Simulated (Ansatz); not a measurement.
# Σ5 (310) boundary in fcc Cu, starting shift (0, 0.5): structure and resistance

Wanted: what the Σ5 (310) boundary in fcc Cu, starting shift (0, 0.5) costs an interconnect.

Program: Ansatz 0.2.0. Level of theory: Ansatz plane-wave DFT, PBE, PAW files; relaxation of a bicrystal slab with its lowest layers held; PAW set soft_1, in the first sound run; inputs show where later runs differ. Results are calculated unless marked as measured.

### Step 1. The structure

The cell holds 35 atoms: 35 Cu. Its edges and angles: a = 5.716 Å, b = 3.615 Å, c = 31.162 Å, α = 90.0°, β = 90.0°, γ = 90.0°. It derives from Cu. built on the (3 1 0) plane; 0 overlapping atoms removed and the grains opened by 1.3 Å. Vacuum lies along c.

### Step 2. Relaxing the bicrystal

The boundary is built by mirroring the lower grain in the boundary plane and removing any atoms that overlap. A thin bicrystal slab is relaxed first, with the lowest layers held and the upper grain free to shift and open.

The input, input.yaml:

```yaml
crystal:
  lattice:
    - [5.7157536252, 0.0, 0.0]
    - [0.0, 3.61496, 0.0]
    - [0.0, 0.0, 31.1619869625]
  atoms:
    - { symbol: Cu, position: [0.2000000001, 0.0, 0.1604518995] }
    - { symbol: Cu, position: [0.9000000001, 0.5, 0.17879397] }
    - { symbol: Cu, position: [0.6000000001, 0.0, 0.1971360405] }
    - { symbol: Cu, position: [0.3000000001, 0.5, 0.2154781111] }
    - { symbol: Cu, position: [1.0e-10, 0.0, 0.2338201816] }
    - { symbol: Cu, position: [0.7000000001, 0.5, 0.2521622521] }
    - { symbol: Cu, position: [0.4000000001, 0.0, 0.2705043226] }
    - { symbol: Cu, position: [0.1, 0.5, 0.2888463931] }
    - { symbol: Cu, position: [0.8, 0.0, 0.3071884637] }
    - { symbol: Cu, position: [0.5, 0.5, 0.3255305342] }
    - { symbol: Cu, position: [0.2, 0.0, 0.3438726047] }
    - { symbol: Cu, position: [0.9, 0.5, 0.3622146752] }
    - { symbol: Cu, position: [0.6, 0.0, 0.3805567458] }
    - { symbol: Cu, position: [0.3, 0.5, 0.3988988163] }
    - { symbol: Cu, position: [0.0, 0.0, 0.4172408868] }
    - { symbol: Cu, position: [0.0, 0.5, 0.4589583807] }
    - { symbol: Cu, position: [0.3, 0.0, 0.4773004512] }
    - { symbol: Cu, position: [0.6, 0.5, 0.4956425217] }
    - { symbol: Cu, position: [0.9, 0.0, 0.5139845922] }
    - { symbol: Cu, position: [0.2, 0.5, 0.5323266628] }
    - { symbol: Cu, position: [0.5, 0.0, 0.5506687333] }
    - { symbol: Cu, position: [0.8, 0.5, 0.5690108038] }
    - { symbol: Cu, position: [0.1, 0.0, 0.5873528743] }
    - { symbol: Cu, position: [0.4000000001, 0.5, 0.6056949449] }
    - { symbol: Cu, position: [0.7000000001, 0.0, 0.6240370154] }
    - { symbol: Cu, position: [1.0e-10, 0.5, 0.6423790859] }
    - { symbol: Cu, position: [0.3000000001, 1.0, 0.6607211564] }
    - { symbol: Cu, position: [0.6000000001, 0.5, 0.679063227] }
    - { symbol: Cu, position: [0.9000000001, 0.0, 0.6974052975] }
    - { symbol: Cu, position: [0.2000000001, 0.5, 0.715747368] }
    - { symbol: Cu, position: [0.5000000001, 1.0, 0.7340894385] }
    - { symbol: Cu, position: [0.8000000001, 0.5, 0.752431509] }
    - { symbol: Cu, position: [0.1000000001, 0.0, 0.7707735796] }
    - { symbol: Cu, position: [0.4000000001, 0.5, 0.7891156501] }
    - { symbol: Cu, position: [0.7000000001, 0.0, 0.8074577206] }
kpoints:
  mp_grid: { grid: [4, 7, 1] }
hamiltonian:
  xc: pbe
  pseudopotentials: { kind: paw, azcp: { folder: soft_1 } }
scf:
  occupations: { method: fermi_dirac, width: 0.1 }
relax:
  f_tol: 0.03
  max_steps: 80
  constraints: [{ sites: [0, 1, 2, 3, 4, 5] }]
```

Started as:

```console
$ ansatz run input.yaml --threads 4 --pin off --max-ram 15360MiB --backend cpu --events-out ev --progress --plain --runs-dir out
```

Numbers of over 12 decimals in the logs are rounded to 6 here.

Output:

```text
Engine: ansatz 0.2.0, aarch64-unknown-linux-gnu
Pseudopotentials: kind: paw
Pseudopotential: Cu, paw, valence charge 19, recommended cutoff 420 eV (normal), soft_1/Cu.paw.azcp
Functional definition: PBE
  parameter kappa = 0.804
  parameter beta = 0.066725
  exchange = pbe_x(kappa = kappa, mu = beta*pi^2/3)
  correlation = pbe_c(beta = beta)
Crystal: 35 atoms, lattice volume = 643.876 Å³
Basis set: ecut = 420 eV, 12579 PW (Γ), exchange–correlation on 80×50×432 points (8 copies of the dense FFT grid, shifted against one another)
Bands: 399, of which v1, the nominal top of the filled ones, is band 333 counted from 1 (332 counted from 0)
Symmetry: 2 space group operations
Space group: Pm (ITA 6), of the structure as read, at distance tolerance 8.6e-5 Å
k-points: 12 of 28 (time reversal used)
Non-local potential: Cu, projectors of the file, l = 0: 3, l = 1: 2, l = 2: 3, l = 3: 1
PAW form: soft (Blöchl's): semilocal exchange-correlation on the pseudo side does not see the compensation charge
PAW one-centre angular grid: Cu, 590 points (default); XC on 64 Gauss nodes
Initial density: superposition of atomic densities (neutral atoms: chi_scale 0, normalization atom)
Initial wavefunctions: pseudopotential atomic-orbital guess
Functional: x = pbe(κ = 0.804, μ = 0.219515), c = pbe(β = 0.066725)
SCF iter   1: F=—  HF=-231904.863655 eV  |F-HF|=—  |Δ(HF+E_count)|=         —  Δρ=2.06e-1  dr2=1.66e2  ethr=3.10e-3  ⟨swp⟩=5.8  Hψ=17542  notcnv=0  defer=165
preconditioner: auto → LDOS  [metal: Δε(μ)=0.011 eV  Ē_g=8.114 eV  σ=0.100 eV  W_gap=0.03  n_scr=228 (ndim 8)  ℏωp=28.7 eV  f_vac=0.319  D(μ)=16.05/eV (n_scr^D=104)  β→1.0]
SCF iter   2: F=—  HF=-232109.639682 eV  |F-HF|=—  |Δ(HF+E_count)|=    2.05e2  Δρ=4.40e-1  dr2=7.22e2  ethr=3.10e-3  ⟨swp⟩=4.0  Hψ=14516  notcnv=0  defer=533  recentre
SCF iter   3: F=—  HF=-231877.203663 eV  |F-HF|=—  |Δ(HF+E_count)|=    2.32e2  Δρ=4.79e-2  dr2=9.80e0  ethr=3.10e-3  ⟨swp⟩=4.0  Hψ=12542  notcnv=0  defer=562
SCF iter   4: F=—  HF=-231875.591430 eV  |F-HF|=—  |Δ(HF+E_count)|=    1.61e0  Δρ=1.87e-2  dr2=1.30e0  ethr=1.47e-3  ⟨swp⟩=2.2  Hψ=7876  notcnv=0  defer=559
SCF iter   5: F=—  HF=-231875.369848 eV  |F-HF|=—  |Δ(HF+E_count)|=   2.22e-1  Δρ=4.73e-3  dr2=8.52e-2  ethr=1.95e-4  ⟨swp⟩=2.0  Hψ=9136  notcnv=0  defer=560
SCF iter   6: F=—  HF=-231875.387774 eV  |F-HF|=—  |Δ(HF+E_count)|=   1.79e-2  Δρ=1.68e-3  dr2=1.36e-2  ethr=1.28e-5  ⟨swp⟩=2.0  Hψ=7671  notcnv=0  defer=560
SCF iter   7: F=—  HF=-231875.392273 eV  |F-HF|=—  |Δ(HF+E_count)|=   4.50e-3  Δρ=1.11e-3  dr2=4.98e-3  ethr=2.05e-6  ⟨swp⟩=2.0  Hψ=6780  notcnv=0  defer=560
SCF iter   8: F=—  HF=-231875.392653 eV  |F-HF|=—  |Δ(HF+E_count)|=   3.79e-4  Δρ=4.04e-4  dr2=1.10e-3  ethr=7.49e-7  ⟨swp⟩=2.1  Hψ=6599  notcnv=0  defer=560
SCF iter   9: F=—  HF=-231875.392609 eV  |F-HF|=—  |Δ(HF+E_count)|=   4.37e-5  Δρ=1.10e-4  dr2=1.24e-4  ethr=1.65e-7  ⟨swp⟩=2.0  Hψ=6431  notcnv=0  defer=560
SCF iter  10: F=-231875.392655 eV  HF=-231875.392637 eV  |F-HF|=1.80e-5  |Δ(HF+E_count)|=   2.79e-5  Δρ=5.18e-5  dr2=1.12e-5  ethr=3.38e-9  ⟨swp⟩=3.0  Hψ=17550  notcnv=0
SCF 1 converged in 10 iterations: F = -231875.392655 eV  dr2 = 1.12e-5
  greatest PAW one-centre occupation: 1.000 electrons in one spin orbital (limit 2), on the Cu atom at site 34 (counted from 0), in its partial waves of l = 0
relax step   1: F+E_penalty+E_count = -231875.39265474 eV  Δ(F+E_penalty+E_count) = +0.000e0 eV  max|allowed force component| = 1.420e0 eV/Å  Δτ_max = 0.0000 Å  (10 SCF iters, dr2 threshold 2.25e-5 eV, accepted)
Initial density: handed on by an earlier stage of this run
Initial wavefunctions: those handed on with the density
iter 1 solved again at ethr=6.12e-5 eV; its pass at ethr=3.10e-3 eV (dr2=4.07e-1 eV) is discarded
SCF iter   1: F=—  HF=-231875.754935 eV  |F-HF|=—  |Δ(HF+E_count)|=         —  Δρ=1.02e-2  dr2=3.77e-1  ethr=6.12e-5  ⟨swp⟩=2.1  Hψ=18166  notcnv=0  defer=561
preconditioner: auto → LDOS  [metal: Δε(μ)=0.009 eV  Ē_g=8.898 eV  σ=0.100 eV  W_gap=0.02  n_scr=228 (ndim 8)  ℏωp=28.7 eV  f_vac=0.317  D(μ)=10.26/eV (n_scr^D=42)  β→1.0]
SCF iter   2: F=—  HF=-231875.704736 eV  |F-HF|=—  |Δ(HF+E_count)|=   5.02e-2  Δρ=1.00e-2  dr2=4.23e-1  ethr=5.67e-5  ⟨swp⟩=2.1  Hψ=8106  notcnv=0  defer=561
SCF iter   3: F=—  HF=-231875.681122 eV  |F-HF|=—  |Δ(HF+E_count)|=   2.36e-2  Δρ=9.14e-3  dr2=3.65e-1  ethr=5.67e-5  ⟨swp⟩=2.0  Hψ=8086  notcnv=0  defer=561
SCF iter   4: F=—  HF=-231875.629641 eV  |F-HF|=—  |Δ(HF+E_count)|=   5.15e-2  Δρ=3.93e-3  dr2=6.29e-2  ethr=5.48e-5  ⟨swp⟩=1.9  Hψ=5732  notcnv=0  defer=563
SCF iter   5: F=—  HF=-231875.618238 eV  |F-HF|=—  |Δ(HF+E_count)|=   1.14e-2  Δρ=9.23e-4  dr2=3.38e-3  ethr=9.46e-6  ⟨swp⟩=2.0  Hψ=7800  notcnv=0  defer=563
SCF iter   6: F=—  HF=-231875.617521 eV  |F-HF|=—  |Δ(HF+E_count)|=   7.18e-4  Δρ=1.02e-4  dr2=7.96e-5  ethr=5.08e-7  ⟨swp⟩=2.0  Hψ=6801  notcnv=0  defer=563
SCF iter   7: F=—  HF=-231875.617614 eV  |F-HF|=—  |Δ(HF+E_count)|=   9.30e-5  Δρ=1.03e-4  dr2=8.12e-5  ethr=1.20e-8  ⟨swp⟩=4.0  Hψ=14595  notcnv=0
SCF iter   8: F=-231875.617593 eV  HF=-231875.617618 eV  |F-HF|=2.46e-5  |Δ(HF+E_count)|=   4.11e-6  Δρ=5.33e-5  dr2=2.47e-5  ethr=1.20e-8  ⟨swp⟩=3.0  Hψ=12811  notcnv=0
SCF 2 converged in 8 iterations: F = -231875.617593 eV  dr2 = 2.47e-5
  greatest PAW one-centre occupation: 1.000 electrons in one spin orbital (limit 2), on the Cu atom at site 0 (counted from 0), in its partial waves of l = 0
relax step   2: F+E_penalty+E_count = -231875.61759335 eV  Δ(F+E_penalty+E_count) = -2.249e-1 eV  max|allowed force component| = 9.454e-1 eV/Å  Δτ_max = 0.1014 Å  (8 SCF iters, dr2 threshold 1.00e-4 eV, accepted)
SCF iter   1: F=—  HF=-231876.039155 eV  |F-HF|=—  |Δ(HF+E_count)|=         —  Δρ=1.25e-2  dr2=5.16e-1  ethr=9.41e-4  ⟨swp⟩=5.7  Hψ=11928  notcnv=0  defer=561
preconditioner: auto → LDOS  [metal: Δε(μ)=0.015 eV  Ē_g=8.892 eV  σ=0.100 eV  W_gap=0.04  n_scr=228 (ndim 8)  ℏωp=28.7 eV  f_vac=0.316  D(μ)=10.14/eV (n_scr^D=42)  β→1.0]
SCF iter   2: F=—  HF=-231875.949892 eV  |F-HF|=—  |Δ(HF+E_count)|=   8.93e-2  Δρ=1.04e-2  dr2=6.15e-1  ethr=7.76e-5  ⟨swp⟩=2.1  Hψ=9735  notcnv=0  defer=563
SCF iter   3: F=—  HF=-231875.948266 eV  |F-HF|=—  |Δ(HF+E_count)|=   1.63e-3  Δρ=1.16e-2  dr2=5.52e-1  ethr=7.76e-5  ⟨swp⟩=2.0  Hψ=8090  notcnv=0  defer=563
SCF iter   4: F=—  HF=-231875.872923 eV  |F-HF|=—  |Δ(HF+E_count)|=   7.53e-2  Δρ=4.65e-3  dr2=8.95e-2  ethr=7.76e-5  ⟨swp⟩=2.0  Hψ=6867  notcnv=0  defer=563
SCF iter   5: F=—  HF=-231875.857845 eV  |F-HF|=—  |Δ(HF+E_count)|=   1.51e-2  Δρ=1.75e-3  dr2=1.21e-2  ethr=1.35e-5  ⟨swp⟩=2.0  Hψ=8564  notcnv=0  defer=563
[...]
SCF 3 converged in 8 iterations: F = -231875.855048 eV  dr2 = 2.87e-5
relax step   3: F+E_penalty+E_count = -231875.85504843 eV  Δ(F+E_penalty+E_count) = -2.375e-1 eV  max|allowed force component| = 8.495e-2 eV/Å  Δτ_max = 0.1926 Å  (8 SCF iters, dr2 threshold 5.59e-5 eV, accepted)
[...]
relax step   4: F+E_penalty+E_count = -231875.88390710 eV  Δ(F+E_penalty+E_count) = -2.886e-2 eV  max|allowed force component| = 2.323e-2 eV/Å  Δτ_max = 0.1220 Å  (12 SCF iters, accepted)
[...]
relax step   5: F+E_penalty+E_count = -231875.89192536 eV  Δ(F+E_penalty+E_count) = -8.018e-3 eV  max|allowed force component| = 3.183e-2 eV/Å  Δτ_max = 0.1012 Å  (12 SCF iters, accepted)
SCF iter   1: F=—  HF=-231875.900006 eV  |F-HF|=—  |Δ(HF+E_count)|=         —  Δρ=2.18e-3  dr2=1.69e-2  ethr=3.28e-5  ⟨swp⟩=3.2  Hψ=8386  notcnv=0  defer=556
preconditioner: auto → LDOS  [metal: Δε(μ)=0.046 eV  Ē_g=8.960 eV  σ=0.100 eV  W_gap=0.11  n_scr=228 (ndim 8)  ℏωp=28.7 eV  f_vac=0.322  D(μ)=9.93/eV (n_scr^D=42)  β→1.0]
SCF iter   2: F=—  HF=-231875.894239 eV  |F-HF|=—  |Δ(HF+E_count)|=   5.77e-3  Δρ=1.17e-3  dr2=6.88e-3  ethr=2.54e-6  ⟨swp⟩=2.1  Hψ=9079  notcnv=0  defer=556
SCF iter   3: F=—  HF=-231875.894467 eV  |F-HF|=—  |Δ(HF+E_count)|=   2.28e-4  Δρ=1.58e-3  dr2=9.64e-3  ethr=1.04e-6  ⟨swp⟩=2.2  Hψ=7985  notcnv=0  defer=556
SCF iter   4: F=—  HF=-231875.892960 eV  |F-HF|=—  |Δ(HF+E_count)|=   1.51e-3  Δρ=5.79e-4  dr2=1.25e-3  ethr=1.04e-6  ⟨swp⟩=2.0  Hψ=6876  notcnv=0  defer=556
SCF iter   5: F=—  HF=-231875.892720 eV  |F-HF|=—  |Δ(HF+E_count)|=   2.40e-4  Δρ=2.27e-4  dr2=1.85e-4  ethr=1.89e-7  ⟨swp⟩=2.0  Hψ=7873  notcnv=0  defer=556
SCF iter   6: F=—  HF=-231875.892681 eV  |F-HF|=—  |Δ(HF+E_count)|=   3.90e-5  Δρ=3.66e-5  dr2=5.82e-6  ethr=2.79e-8  ⟨swp⟩=2.0  Hψ=7882  notcnv=0  defer=556
SCF iter   7: F=—  HF=-231875.892433 eV  |F-HF|=—  |Δ(HF+E_count)|=   2.48e-4  Δρ=2.32e-5  dr2=2.09e-6  ethr=8.76e-10  ⟨swp⟩=3.0  Hψ=9611  notcnv=0  defer=556
SCF iter   8: F=—  HF=-231875.892433 eV  |F-HF|=—  |Δ(HF+E_count)|=   1.89e-7  Δρ=1.12e-5  dr2=4.95e-7  ethr=3.14e-10  ⟨swp⟩=2.0  Hψ=8099  notcnv=0  defer=556
SCF iter   9: F=-231875.892433 eV  HF=-231875.892433 eV  |F-HF|=5.42e-8  |Δ(HF+E_count)|=   7.79e-8  Δρ=3.34e-6  dr2=5.07e-8  ethr=1.50e-11  ⟨swp⟩=3.0  Hψ=18907  notcnv=0
SCF 6 converged in 9 iterations: F = -231875.892433 eV  dr2 = 5.07e-8
relax step   6: F+E_penalty+E_count = -231875.89243252 eV  Δ(F+E_penalty+E_count) = -5.072e-4 eV  max|allowed force component| = 1.637e-2 eV/Å  Δτ_max = 0.0165 Å  (9 SCF iters, accepted)
SCF converged after 9 iterations
Free energy (F): -231875.892433 eV
Harris-Foulkes:  -231875.892433 eV  (|F-HF|=5.42e-8)
Internal energy: -231875.560253 eV  (E = F + TS)
E sigma→0 (E₀):  -231875.726343 eV
Entropy (-TS):   -0.332179 eV (-9.491 meV/atom)
Fermi energy:    8.957089 eV
--- Per-component energies (eV) ---
  E_band       = -17689.508068
  E_kinetic    = 9150.818225
  E_local      = -1309141.312403  (includes V_loc(G=0)·N_el)
  E_nonlocal   = 31190.306440
  E_hartree    = 640111.915130
  E_xc         = -2400.060379
  E_vxc        = -3097.862251  (∫ρ·V_xc dr)
  E_paw        = -63560.357570  (= ΣΔE_a)
  E_vpaw       = -26015.333381  (= ΣTr[D̂ρ^β])
  E_aug_tail   = 0.034286  (compensation charges beyond the density's cutoff)
  E_ewald      = 462773.096019
  E_smearing   = -0.332179  (= −TS)
  E_closure    = 0.000000  (closes the sum)
  Σ components = -231875.892433   (vs F -231875.892433, Δ=0.00e0)
--- Forces (eV/Å), atoms counted from 1 ---
  atom   1  Cu    -0.11469526     0.00000000     0.53999902
  atom   2  Cu     0.06915131     0.00000000     0.15886958
  atom   3  Cu    -0.01043017     0.00000000    -0.09870898
  atom   4  Cu     0.11937506     0.00000000    -0.42182083
  atom   5  Cu    -0.04363577     0.00000000    -0.18990604
  atom   6  Cu    -0.01685154     0.00000000     0.00630523
  atom   7  Cu     0.00004372     0.00000000    -0.00192326
  atom   8  Cu    -0.00220215     0.00000000     0.00082193
  atom   9  Cu     0.00292863     0.00000000    -0.00357585
  atom  10  Cu    -0.00295456     0.00000000    -0.00779195
  atom  11  Cu    -0.01010507     0.00000000     0.00907040
  atom  12  Cu     0.00850095     0.00000000     0.00479901
  atom  13  Cu     0.00082237     0.00000000     0.00259142
  atom  14  Cu    -0.01637017     0.00000000     0.00823080
  atom  15  Cu     0.00885786     0.00000000     0.00478329
  atom  16  Cu     0.01538587     0.00000000    -0.00144494
  atom  17  Cu    -0.01554096     0.00000000    -0.00877750
  atom  18  Cu    -0.00181188     0.00000000    -0.00270498
  atom  19  Cu     0.00935722     0.00000000    -0.00578972
  atom  20  Cu    -0.00897816     0.00000000    -0.01267069
  atom  21  Cu    -0.00262287     0.00000000     0.00608401
  atom  22  Cu     0.00346813     0.00000000     0.00600499
  atom  23  Cu    -0.00274649     0.00000000     0.00311938
  atom  24  Cu     0.00189618     0.00000000     0.00842067
  atom  25  Cu     0.00261633     0.00000000     0.00460976
  atom  26  Cu    -0.00070564     0.00000000     0.00289223
  atom  27  Cu    -0.00112950     0.00000000     0.00045864
  atom  28  Cu     0.00220721     0.00000000    -0.00156182
  atom  29  Cu     0.00224188     0.00000000    -0.00313153
  atom  30  Cu     0.00089375     0.00000000    -0.00163949
  atom  31  Cu     0.00135350     0.00000000     0.00451241
  atom  32  Cu    -0.00401450     0.00000000    -0.00294163
  atom  33  Cu     0.00333039     0.00000000    -0.00245319
  atom  34  Cu     0.00241505     0.00000000    -0.00082904
  atom  35  Cu    -0.00004828     0.00000000    -0.00355924
  max |Σ_I F_I| component: 3.42e-4 eV/Å
--- Relaxed structure (6 steps of the walk, 6 accepted, 0 SCFs on fresh bases) ---
  F+E_penalty+E_count = -231875.89243252 eV   max|allowed force component| = 1.637e-2 eV/Å
  atoms:
    - { symbol: Cu, position: [0.200000, 0.0, 0.1604518995] }
    - { symbol: Cu, position: [0.9000000001, 0.5, 0.17879397] }
    - { symbol: Cu, position: [0.6000000001, 0.0, 0.197136] }
    - { symbol: Cu, position: [0.3000000001, 0.5, 0.2154781111] }
    - { symbol: Cu, position: [9.999999999999999e-11, 0.0, 0.2338201816] }
    - { symbol: Cu, position: [0.700000, 0.5, 0.2521622521] }
    - { symbol: Cu, position: [0.403337, 0.0, 0.270702] }
    - { symbol: Cu, position: [0.103633, 0.5, 0.289088] }
    - { symbol: Cu, position: [0.803706, 0.0, 0.308410] }
    - { symbol: Cu, position: [0.507355, 0.5, 0.327191] }
    - { symbol: Cu, position: [0.215756, 0.0, 0.343434] }
    - { symbol: Cu, position: [0.901353, 0.5, 0.362248] }
    - { symbol: Cu, position: [0.601134, 0.0, 0.385402] }
    - { symbol: Cu, position: [0.321305, 0.5, 0.402694] }
    - { symbol: Cu, position: [0.0022638, 0.0, 0.409947] }
    - { symbol: Cu, position: [0.00339251, 0.5, 0.456736] }
    - { symbol: Cu, position: [0.322489, 0.0, 0.463455] }
    - { symbol: Cu, position: [0.601383, 0.5, 0.481063] }
    - { symbol: Cu, position: [0.901793, 0.0, 0.504545] }
    - { symbol: Cu, position: [0.216118, 0.5, 0.523336] }
    - { symbol: Cu, position: [0.507088, 0.0, 0.539145] }
    - { symbol: Cu, position: [0.804562, 0.5, 0.558050] }
    - { symbol: Cu, position: [0.106758, 0.0, 0.577802] }
    - { symbol: Cu, position: [0.406576, 0.5, 0.596224] }
    - { symbol: Cu, position: [0.702703, 0.0, 0.613988] }
    - { symbol: Cu, position: [0.0011053, 0.5, 0.632661] }
    - { symbol: Cu, position: [0.300510, 1.0, 0.651619] }
    - { symbol: Cu, position: [0.600045, 0.5, 0.670198] }
    - { symbol: Cu, position: [0.896637, 0.0, 0.688466] }
    - { symbol: Cu, position: [0.193456, 0.5, 0.706845] }
    - { symbol: Cu, position: [0.494231, 1.0, 0.725135] }
    - { symbol: Cu, position: [0.803973, 0.5, 0.745491] }
    - { symbol: Cu, position: [0.098018, 0.0, 0.763070] }
    - { symbol: Cu, position: [0.395741, 0.5, 0.778662] }
    - { symbol: Cu, position: [0.688327, 0.0, 0.795191] }
```

It took 15 min on 4 threads of Arm Neoverse V2, shared host; peak memory 5.5 GiB.

Step by step:

| step | energy less that of the first step (eV) | largest force component (eV/Å) |
| --- | --- | --- |
| 1 | 0.0000 | 1.4203 |
| 2 | -0.2249 | 0.9454 |
| 3 | -0.4624 | 0.0849 |
| 4 | -0.4913 | 0.0232 |
| 5 | -0.4993 | 0.0318 |
| 6 | -0.4998 | 0.0164 |

The run keeps the 2 symmetry operations that it works with, so distortions that break them were not tested.

The atoms that moved most (Å):

| atom | dx | dy | dz | length |
| --- | --- | --- | --- | --- |
| Cu18 | 0.008 | 0.000 | -0.454 | 0.454 |
| Cu17 | 0.129 | 0.000 | -0.431 | 0.450 |
| Cu35 | -0.067 | 0.000 | -0.382 | 0.388 |
| Cu21 | 0.041 | 0.000 | -0.359 | 0.361 |
| Cu22 | 0.026 | 0.000 | -0.342 | 0.343 |
| Cu34 | -0.024 | 0.000 | -0.326 | 0.327 |
| Cu25 | 0.015 | 0.000 | -0.313 | 0.314 |
| Cu26 | 0.006 | 0.000 | -0.303 | 0.303 |

Numbers from this step:

| Property | Result |
| --- | --- |
| free energy | -231875.8924 eV |
| energy at zero smearing | -231875.7263 eV |
| Fermi energy | 8.957 eV |

The largest force component on a free atom ends at 0.016 eV/Å, under the tolerance of 0.03, after 6 steps.

(Part 1 of 3 ends here.)

[Logs are printed without paths, hosts, clocks, repeated set-up lines and the standing remarks that a program may print on its own settings, such as how far it seeks lower states.]

[Hosts, paths, dates, database ids (printed as entryN), source tags and the programs' standing remarks are cut or masked in the printed files.]
